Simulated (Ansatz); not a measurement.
## Cs on Ti(0001): change of the work function: cost of one run

Ansatz 0.2.0; plane-wave DFT, LDA, Ansatz PAW. The cell holds 37 atoms.

Contents of input.yaml:

```yaml
crystal:
  lattice:
    - [8.8500000001, 0.0, 0.0]
    - [4.425, 7.6643248235, 0.0]
    - [0.0, 0.0, 28.5747473178]
  atoms:
    - { symbol: Ti, position: [0.2222222222, 0.2222222222, 0.3149634151] }
    - { symbol: Ti, position: [0.0, 0.0, 0.3969343936] }
    - { symbol: Ti, position: [0.2222222222, 0.2222222222, 0.4765285056] }
[... 28 atom lines left out ...]
    - { symbol: Ti, position: [0.6666666667, 0.3333333333, 0.5490750999] }
    - { symbol: Ti, position: [0.8888888889, 0.8888888889, 0.3149634151] }
    - { symbol: Ti, position: [0.6666666667, 0.6666666667, 0.3969343936] }
    - { symbol: Ti, position: [0.8888888889, 0.8888888889, 0.4765285056] }
    - { symbol: Ti, position: [0.6666666667, 0.6666666667, 0.5490750999] }
    - { symbol: Cs, position: [0.2222222222, 0.2222222222, 0.6850365849] }
kpoints:
  mp_grid: { grid: [4, 4, 1] }
hamiltonian:
  xc: lda
scf:
  occupations: { method: fermi_dirac, width: 0.1 }
  convergence: { dr2_threshold: 1.0e-08 }
efield:
  axis: 3
  dipole_correction: true
  ramp_position: 0.97
  ramp_width: 0.06
relax:
  f_tol: 0.02
  max_steps: 60
  constraints:
    - { sites: [0, 1, 4, 5, 8, 9, 12, 13, 16, 17, 20, 21, 24, 25, 28, 29, 32, 33] }
output:
  bader: true
  write_potential: true
  write_density: true
  volumetric_format: npy
```

The run is started by

```
> ansatz run input.yaml --threads 4 --pin off --max-ram 12288MiB --backend cpu --events-out ev --progress --plain --runs-dir out
```

The cutoff in use is 420 eV. For reference, a run of the same kind (17 atoms, 7 k-points, 121 bands and 16,739 plane waves; 54 SCF cycles) took 3.1 min and 2.5 GiB on the same hardware.

Q: Estimate wall time and peak memory on 4 threads of Arm Neoverse V1, shared host.

A cutoff of 420 eV is a sphere of radius 10.5 Å⁻¹, so a cell of 1938 Å³ holds about V·G³/6π² = 37,879 plane waves. At two electrons a band, the 441 electrons need 221 bands, and 44 more are carried. Symmetry cuts the 4×4×1 mesh from 16 to 4 points. The run has 4 k-points, 265 bands and 37,817 plane waves. Taking the work of a cycle as k-points × spins × bands × plane waves, that is 2.8 times the reference, or 8.8 min at the reference's 54 cycles. The run needed 63 SCF cycles over 7 ionic steps, which makes it about 10 min. One copy of the wavefunctions takes 0.6 GiB at 16 bytes a coefficient, against 0.21 GiB in the reference; grids, projectors and work arrays come on top. Measured: about 15 min, with a peak of 8.2 GiB. The run took longer than the estimate, which leaves out the steps that grow as the square of the band count.

[Logs are printed without paths, hosts, clocks, repeated set-up lines and the standing remarks that a program may print on its own settings, such as how far it seeks lower states.]

[Hosts, paths, dates, database ids (printed as entryN), source tags and the programs' standing remarks are cut or masked in the printed files.]

[Maps of the electrostatic potential energy from Ansatz leave out the sawtooth potential of an applied field or a dipole correction, so their vacuum need not be flat; planar profiles and work functions include it.]
